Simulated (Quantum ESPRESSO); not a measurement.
# Magnetic state of Ba2FeMoO6 from several starts

Wanted: the moments of Ba2FeMoO6 and the energy of each order that was tried.

Calculated with Quantum ESPRESSO 7.5; PBEsol; plane waves with GBRV 1.5 PBEsol potentials, no spin-orbit coupling.

### 1. Set-up

The structure is cubic, space group Fm-3m (No. 225). Conventional cell: a = 8.069 Å, b = 8.069 Å, c = 8.069 Å, α = 90.00°, β = 90.00°, γ = 90.00°. Nearest to Ba lie 12 O at 2.85 Å. Nearest to Fe lie 6 O at 2.07 Å. Nearest to Mo lie 6 O at 1.96 Å. Nearest to O lie 1 Mo at 1.96 Å and 1 Fe at 2.07 Å and 4 Ba at 2.85 Å. Farther neighbours and most contacts between anions are not listed.

Structure file:

```cif
data_structure
_symmetry_space_group_name_H-M 'P 1'
_symmetry_Int_Tables_number 1
_cell_length_a 5.7056
_cell_length_b 5.7056
_cell_length_c 5.7056
_cell_angle_alpha 60.000
_cell_angle_beta 60.000
_cell_angle_gamma 60.000
_cell_volume 131.34
loop_
_atom_site_label
_atom_site_type_symbol
_atom_site_fract_x
_atom_site_fract_y
_atom_site_fract_z
_atom_site_occupancy
Ba1 Ba 0.25000 0.25000 0.25000 1
Ba2 Ba 0.75000 0.75000 0.75000 1
Fe3 Fe 0.50000 0.50000 0.50000 1
Mo4 Mo 0.00000 0.00000 0.00000 1
O5 O 0.75680 0.24320 0.24320 1
O6 O 0.24320 0.75680 0.24320 1
O7 O 0.24320 0.75680 0.75680 1
O8 O 0.75680 0.24320 0.75680 1
O9 O 0.24320 0.24320 0.75680 1
O10 O 0.75680 0.75680 0.24320 1
```

The cell comes from the Crystallography Open Database.

### 2. Start 1: ferro ++

The signs are those of the starting moments on the seeded atoms, the atoms that are given a moment.

File pw.in:

```
&CONTROL
  calculation = 'scf'
  prefix = 'pwscf'
  outdir = './tmp'
  pseudo_dir = './pseudo'
  disk_io = 'nowf'
/
&SYSTEM
  ibrav = 0
  nat = 10
  ntyp = 4
  ecutwfc = 40
  ecutrho = 280
  nbnd = 60
  occupations = 'smearing'
  smearing = 'fd'
  degauss = 0.00367493
  nspin = 2
  starting_magnetization(1) = 0
  starting_magnetization(2) = 0.25
  starting_magnetization(3) = 0.1429
  starting_magnetization(4) = 0
/
&ELECTRONS
  conv_thr = 2d-08
  electron_maxstep = 150
  mixing_beta = 0.3
/
ATOMIC_SPECIES
Ba    137.3270 ba_pbesol_v1.uspp.F.UPF
Fe     55.8450 fe_pbesol_v1.5.uspp.F.UPF
Mo     95.9500 mo_pbesol_v1.uspp.F.UPF
O      15.9990 o_pbesol_v1.2.uspp.F.UPF
CELL_PARAMETERS angstrom
   0.0000000000    4.0345000000    4.0345000000
   4.0345000000    0.0000000000    4.0345000000
   4.0345000000    4.0345000000    0.0000000000
ATOMIC_POSITIONS crystal
Ba      0.2500000000    0.2500000000    0.2500000000
Ba      0.7500000000    0.7500000000    0.7500000000
Fe      0.5000000000    0.5000000000    0.5000000000
Mo      0.0000000000    0.0000000000    0.0000000000
O       0.7568000000    0.2432000000    0.2432000000
O       0.2432000000    0.7568000000    0.2432000000
O       0.2432000000    0.7568000000    0.7568000000
O       0.7568000000    0.2432000000    0.7568000000
O       0.2432000000    0.2432000000    0.7568000000
O       0.7568000000    0.7568000000    0.2432000000
K_POINTS automatic
4 4 4 0 0 0
```

Launch:

```bash
$ OMP_NUM_THREADS=1 mpirun -n 4 pw.x -nk 4 -in pw.in > pw.out
```

What it wrote:

```text
Program PWSCF v.7.5 starts

     Message from routine setup:
     using ibrav=0 with symmetry is DISCOURAGED, use correct ibrav instead

     K-points division:     npool     =       4
     Subspace diagonalization in iterative solution of the eigenvalue problem:

     G-vector sticks info
     --------------------
     sticks:   dense  smooth     PW     G-vecs:    dense   smooth      PW
     Sum        2233    1285    367                70049    30395    4645

     Using Slab Decomposition

     bravais-lattice index     =            0
     lattice parameter (alat)  =      10.7821  a.u.
     unit-cell volume          =     886.3306 (a.u.)^3
     number of atoms/cell      =           10
     number of atomic types    =            4
     number of electrons       =        86.00
     number of Kohn-Sham states=           60
     kinetic-energy cutoff     =      40.0000  Ry
     charge density cutoff     =     280.0000  Ry
     scf convergence threshold =      2.0E-08
     mixing beta               =       0.3000
     number of iterations used =            8  plain     mixing
     Exchange-correlation= SLA  PW   PSX  PSC
                           (   1   4  10   8   0   0   0)

     celldm(1)=  10.782106  celldm(2)=   0.000000  celldm(3)=   0.000000
     celldm(4)=   0.000000  celldm(5)=   0.000000  celldm(6)=   0.000000

     crystal axes: (cart. coord. in units of alat)
               a(1) = (   0.000000   0.707107   0.707107 )
               a(2) = (   0.707107   0.000000   0.707107 )
               a(3) = (   0.707107   0.707107   0.000000 )

     reciprocal axes: (cart. coord. in units 2 pi/alat)
               b(1) = ( -0.707107  0.707107  0.707107 )
               b(2) = (  0.707107 -0.707107  0.707107 )
               b(3) = (  0.707107  0.707107 -0.707107 )

     PseudoPot. # 1 for Ba read from file:
     ba_pbesol_v1.uspp.F.UPF
     Pseudo is Ultrasoft + core correction, Zval = 10.0
     Generated by new atomic code, or converted to UPF format
     Using radial grid of  907 points,  7 beta functions with:
                l(1) =   0
                l(2) =   0
                l(3) =   1
                l(4) =   1
                l(5) =   2
                l(6) =   2
                l(7) =   3
     Q(r) pseudized with  6 coefficients,  rinner =    1.700   1.700   1.700
                                                       1.700   1.700   1.700
                                                       1.700

     PseudoPot. # 2 for Fe read from file:
     fe_pbesol_v1.5.uspp.F.UPF
     Pseudo is Ultrasoft + core correction, Zval = 16.0
     Generated by new atomic code, or converted to UPF format
     Using radial grid of  861 points,  6 beta functions with:
                l(1) =   0
                l(2) =   0
                l(3) =   1
                l(4) =   1
                l(5) =   2
                l(6) =   2
     Q(r) pseudized with  8 coefficients,  rinner =    1.000   1.000   1.000
                                                       1.000   1.000

     PseudoPot. # 3 for Mo read from file:
     mo_pbesol_v1.uspp.F.UPF
     Pseudo is Ultrasoft + core correction, Zval = 14.0
     Generated by new atomic code, or converted to UPF format
     Using radial grid of  889 points,  6 beta functions with:
                l(1) =   0
                l(2) =   0
                l(3) =   1
                l(4) =   1
                l(5) =   2
                l(6) =   2
     Q(r) pseudized with  6 coefficients,  rinner =    1.000   1.000   1.000
                                                       1.000   1.000

     PseudoPot. # 4 for O  read from file:
     o_pbesol_v1.2.uspp.F.UPF
     Pseudo is Ultrasoft + core correction, Zval =  6.0
     Generated by new atomic code, or converted to UPF format
     Using radial grid of  737 points,  5 beta functions with:
                l(1) =   0
                l(2) =   0
                l(3) =   1
                l(4) =   1
                l(5) =   2
     Q(r) pseudized with  8 coefficients,  rinner =    0.900   0.900   0.900
                                                       0.900   0.900

     atomic species   valence    mass     pseudopotential
     Ba               10.00   137.32700     Ba( 1.00)
     Fe               16.00    55.84500     Fe( 1.00)
     Mo               14.00    95.95000     Mo( 1.00)
     O                 6.00    15.99900     O ( 1.00)

     Starting magnetic structure
     atomic species   magnetization
     Ba              0.000
     Fe              0.250
     Mo              0.143
     O               0.000

     48 Sym. Ops., with inversion, found

   Cartesian axes

     site n.     atom                  positions (alat units)
         1        Ba     tau(   1) = (   0.3535534   0.3535534   0.3535534  )
         2        Ba     tau(   2) = (   1.0606602   1.0606602   1.0606602  )
         3        Fe     tau(   3) = (   0.7071068   0.7071068   0.7071068  )
         4        Mo     tau(   4) = (   0.0000000   0.0000000   0.0000000  )
         5        O      tau(   5) = (   0.3439367   0.7071068   0.7071068  )
         6        O      tau(   6) = (   0.7071068   0.3439367   0.7071068  )
         7        O      tau(   7) = (   1.0702768   0.7071068   0.7071068  )
         8        O      tau(   8) = (   0.7071068   1.0702768   0.7071068  )
         9        O      tau(   9) = (   0.7071068   0.7071068   0.3439367  )
        10        O      tau(  10) = (   0.7071068   0.7071068   1.0702768  )

     number of k points=     8  Fermi-Dirac smearing, width (Ry)=  0.0037
                       cart. coord. in units 2pi/alat
        k(    1) = (   0.0000000   0.0000000   0.0000000), wk =   0.0156250
        k(    2) = (   0.1767767   0.1767767  -0.1767767), wk =   0.1250000
        k(    3) = (  -0.3535534  -0.3535534   0.3535534), wk =   0.0625000
        k(    4) = (   0.3535534   0.0000000   0.0000000), wk =   0.0937500
        k(    5) = (  -0.1767767  -0.5303301   0.5303301), wk =   0.3750000
        k(    6) = (   0.0000000  -0.3535534   0.3535534), wk =   0.1875000
        k(    7) = (  -0.7071068   0.0000000   0.0000000), wk =   0.0468750
        k(    8) = (  -0.7071068   0.3535534   0.0000000), wk =   0.0937500

     Dense  grid:    70049 G-vectors     FFT dimensions: (  60,  60,  60)

     Smooth grid:    30395 G-vectors     FFT dimensions: (  45,  45,  45)

     Check: negative core charge=   -0.000012
     Generating pointlists ...
     new r_m :   0.2063 (alat units)  2.2242 (a.u.) for type    1
     new r_m :   0.1498 (alat units)  1.6152 (a.u.) for type    2
     new r_m :   0.1419 (alat units)  1.5297 (a.u.) for type    3
     new r_m :   0.1419 (alat units)  1.5297 (a.u.) for type    4

     Initial potential from superposition of free atoms

     starting charge      84.9714, renormalised to      86.0000

     negative rho (up, down):  9.647E-02 9.660E-02
     Starting wfcs are   76 randomized atomic wfcs

     Self-consistent Calculation

     iteration #  1     ecut=    40.00 Ry     beta= 0.30
     Davidson diagonalization with overlap
     ethr =  1.00E-02,  avg # of iterations =  2.2

     negative rho (up, down):  9.395E-02 9.403E-02

     total energy              =    -722.87266493 Ry
     estimated scf accuracy    <       4.63123897 Ry

     total magnetization       =     4.00 Bohr mag/cell
     absolute magnetization    =     4.00 Bohr mag/cell

     iteration #  2     ecut=    40.00 Ry     beta= 0.30
     Davidson diagonalization with overlap
     ethr =  5.39E-03,  avg # of iterations =  2.2

     negative rho (up, down):  9.331E-02 9.337E-02

     total energy              =    -721.28496931 Ry
     estimated scf accuracy    <      25.87756863 Ry

     total magnetization       =     0.01 Bohr mag/cell
     absolute magnetization    =     0.96 Bohr mag/cell

     iteration #  3     ecut=    40.00 Ry     beta= 0.30
     Davidson diagonalization with overlap
     ethr =  5.39E-03,  avg # of iterations =  2.0

     negative rho (up, down):  9.217E-02 9.224E-02

     total energy              =    -723.94917692 Ry
     estimated scf accuracy    <       5.62952878 Ry

     total magnetization       =     2.60 Bohr mag/cell
     absolute magnetization    =     2.65 Bohr mag/cell

     [... further iterations left out ...]

     iteration # 12     ecut=    40.00 Ry     beta= 0.30
     Davidson diagonalization with overlap
     ethr =  1.25E-07,  avg # of iterations =  1.4

     negative rho (up, down):  8.789E-02 8.755E-02

     total energy              =    -724.11329045 Ry
     estimated scf accuracy    <       0.00000230 Ry

     total magnetization       =     4.00 Bohr mag/cell
     absolute magnetization    =     4.71 Bohr mag/cell

     iteration # 13     ecut=    40.00 Ry     beta= 0.30
     Davidson diagonalization with overlap
     ethr =  2.67E-09,  avg # of iterations =  2.0

     negative rho (up, down):  8.790E-02 8.755E-02

     total energy              =    -724.11329182 Ry
     estimated scf accuracy    <       0.00000103 Ry

     total magnetization       =     4.00 Bohr mag/cell
     absolute magnetization    =     4.72 Bohr mag/cell

     iteration # 14     ecut=    40.00 Ry     beta= 0.30
     Davidson diagonalization with overlap
     ethr =  1.20E-09,  avg # of iterations =  1.5

     negative rho (up, down):  8.790E-02 8.755E-02

     total energy              =    -724.11329196 Ry
     estimated scf accuracy    <       0.00000009 Ry

     total magnetization       =     4.00 Bohr mag/cell
     absolute magnetization    =     4.72 Bohr mag/cell

     iteration # 15     ecut=    40.00 Ry     beta= 0.30
     Davidson diagonalization with overlap
     ethr =  1.03E-10,  avg # of iterations =  2.0

     negative rho (up, down):  8.790E-02 8.755E-02

     Magnetic moment per site  (integrated on atomic sphere of radius R)
     atom   1 (R=0.206)  charge=  6.9068  magn= -0.0050
     atom   2 (R=0.206)  charge=  6.9068  magn= -0.0050
     atom   3 (R=0.150)  charge= 13.2759  magn=  3.5584
     atom   4 (R=0.142)  charge=  8.8824  magn= -0.1785
     atom   5 (R=0.142)  charge=  5.3766  magn=  0.0848
     atom   6 (R=0.142)  charge=  5.3766  magn=  0.0848
     atom   7 (R=0.142)  charge=  5.3766  magn=  0.0848
     atom   8 (R=0.142)  charge=  5.3766  magn=  0.0848
     atom   9 (R=0.142)  charge=  5.3766  magn=  0.0848
     atom  10 (R=0.142)  charge=  5.3766  magn=  0.0848

     End of self-consistent calculation

     [... lines left out ...]
     the Fermi energy is    12.4886 ev

!    total energy              =    -724.11329201 Ry
     estimated scf accuracy    <          3.7E-09 Ry
     smearing contrib. (-TS)   =      -0.00082564 Ry
     internal energy E=F+TS    =    -724.11246636 Ry

     The total energy is F=E-TS. E is the sum of the following terms:
     one-electron contribution =    -281.50904798 Ry
     hartree contribution      =     191.81098672 Ry
     xc contribution           =    -146.83272076 Ry
     ewald contribution        =    -487.58168434 Ry

     total magnetization       =     4.00 Bohr mag/cell
     absolute magnetization    =     4.72 Bohr mag/cell

     convergence has been achieved in  15 iterations

=------------------------------------------------------------------------------=
   JOB DONE.
=------------------------------------------------------------------------------=
```

It took 48 s on 4 MPI ranks of Arm Neoverse V1, shared host; peak memory 0.82 GiB.

Spin moment in the atom's sphere by atom:

```csv
atom,spin moment in the atom's sphere (μB)
Ba1,-0.01
Ba2,-0.01
Fe3,3.56
Mo4,-0.18
O5,0.08
O6,0.08
O7,0.08
O8,0.08
O9,0.08
O10,0.08
```

Numbers from this step:

```
smearing term TS       : 0.01123 eV
magnetization          : 4 μB
absolute magnetization : 4.723 μB
final state            : ferrimagnetic
```

The typed signs were not kept.

Spin density in the ac plane of the conventional cell at fractional y = 0.000, with atoms of Fe and Mo and O within 0.2 Å of it.

Values in e/Å³, 12 rows by 16 columns, each cell a mean:
```
 0.0  0.0  0.0  0.0  0.1  0.0  0.2  2.0  3.0  0.4  0.0  0.0  0.1  0.0  0.0 -0.1
 0.0  0.0  0.0  0.0  0.0  0.0  0.0  0.0  0.1  0.0  0.0  0.0  0.0  0.0  0.0  0.0
 0.1  0.0  0.0  0.0  0.0  0.0  0.0  0.1  0.1  0.0  0.0  0.0  0.0  0.0  0.0  0.1
 0.1  0.0  0.0  0.0  0.0  0.0  0.0  0.0  0.1  0.0  0.0  0.0  0.0  0.0  0.0  0.0
 0.2  0.1  0.0  0.0  0.0  0.0  0.0  0.0  0.0  0.0  0.0  0.0  0.0  0.0  0.0  0.2
 4.7  0.6  0.0  0.1  0.1  0.0  0.0  0.0  0.0  0.0  0.0  0.1  0.1  0.0  0.2  3.1
 3.0  0.4  0.0  0.0  0.1  0.0  0.0 -0.1  0.0  0.0  0.0  0.0  0.1  0.0  0.2  2.0
 0.1  0.0  0.0  0.0  0.0  0.0  0.0  0.0  0.0  0.0  0.0  0.0  0.0  0.0  0.0  0.0
 0.1  0.0  0.0  0.0  0.0  0.0  0.0  0.1  0.1  0.0  0.0  0.0  0.0  0.0  0.0  0.1
 0.1  0.0  0.0  0.0  0.0  0.0  0.0  0.0  0.1  0.0  0.0  0.0  0.0  0.0  0.0  0.0
 0.0  0.0  0.0  0.0  0.0  0.0  0.0  0.2  0.2  0.1  0.0  0.0  0.0  0.0  0.0  0.0
 0.0  0.0  0.0  0.1  0.1  0.0  0.2  3.1  4.7  0.6  0.0  0.1  0.1  0.0  0.0  0.0
```
Columns run along a (8.1 Å), rows up along c (8.1 Å), edges of the conventional cell, whose origin can differ from the input's. Atoms in or near the plane, at fractional coordinates: Fe at (0.50, 0.00), Fe at (0.00, 0.50), Mo at (0.00, 0.00), Mo at (0.50, 0.50), O at (0.24, 0.00), O at (0.74, 0.50), O at (0.76, 0.00), O at (0.26, 0.50), O at (0.00, 0.24), O at (0.50, 0.74), O at (0.50, 0.26), O at (0.00, 0.76).

Valence density in the ac plane of the conventional cell at fractional y = 0.000, with atoms of Fe and Mo and O within 0.2 Å of it. It is the smooth field of the valence electrons, not physical close to the nuclei.

Ten steps, logarithmic in the rise over the least value, from '_' (0 e/Å³) to '@' (22 e/Å³), each cell a mean:
```
****==--++##**==::--##@@@@++::--++##**==--++**
**++::::--====::..::==**++--..::--====::::==++
--::............__..::::::..____..::......::--
==--::____________..::----::____________..::==
**++::..__________::==**++--..__________..==**
##**--..________..--**####==..__________::==##
**==::__________..::++****==..__________..--++
--::..____________::--====::..____________::--
::::..__............::----::..........____..::
**==....::====--::::++**++--::::====--::..--++
@@##--::==**##++--==******++--==**##++--::++@@
@@%%--::++####**--==**==****--==**##**--::**@@
%%**::::--++**==----******++::--++**==::::==##
--::....::----::..::--====::..::::--::....::--
::::..____....____..------::..__....______..::
++--..____________::==**++--..__________..::==
##++::..________..--**####==..__________..==**
##**--..________..--++##**==..__________..==##
**==::____________::--++==::..__________..--++
----..____....____..::::::..______....__..::--
==--::..::--::......::----......::--::::..::==
****----==**++--::::**%%##==::::==**++--::++**
==**==--**####++::--%%@@@@**::--**##**==--****
```
Columns run along a (8.1 Å), rows up along c (8.1 Å), edges of the conventional cell, whose origin can differ from the input's. Atoms in or near the plane, at fractional coordinates: Fe at (0.50, 0.00), Fe at (0.00, 0.50), Mo at (0.00, 0.00), Mo at (0.50, 0.50), O at (0.24, 0.00), O at (0.74, 0.50), O at (0.76, 0.00), O at (0.26, 0.50), O at (0.00, 0.24), O at (0.50, 0.74), O at (0.50, 0.26), O at (0.00, 0.76).

[end of part 1 of 2]

[Logs and program files are shortened in this print: banners, set-up blocks, solver, clock and traceback lines can be left out without a mark of their own.]

[Logs are printed without paths, hosts, clocks, repeated set-up lines and the standing remarks that a program may print on its own settings, such as how far it seeks lower states.]

[Hosts, paths, dates, database ids (printed as entryN), source tags and the programs' standing remarks are cut or masked in the printed files.]

[Where a cell is said to come from a database of computed structures, the database is the Materials Project.]
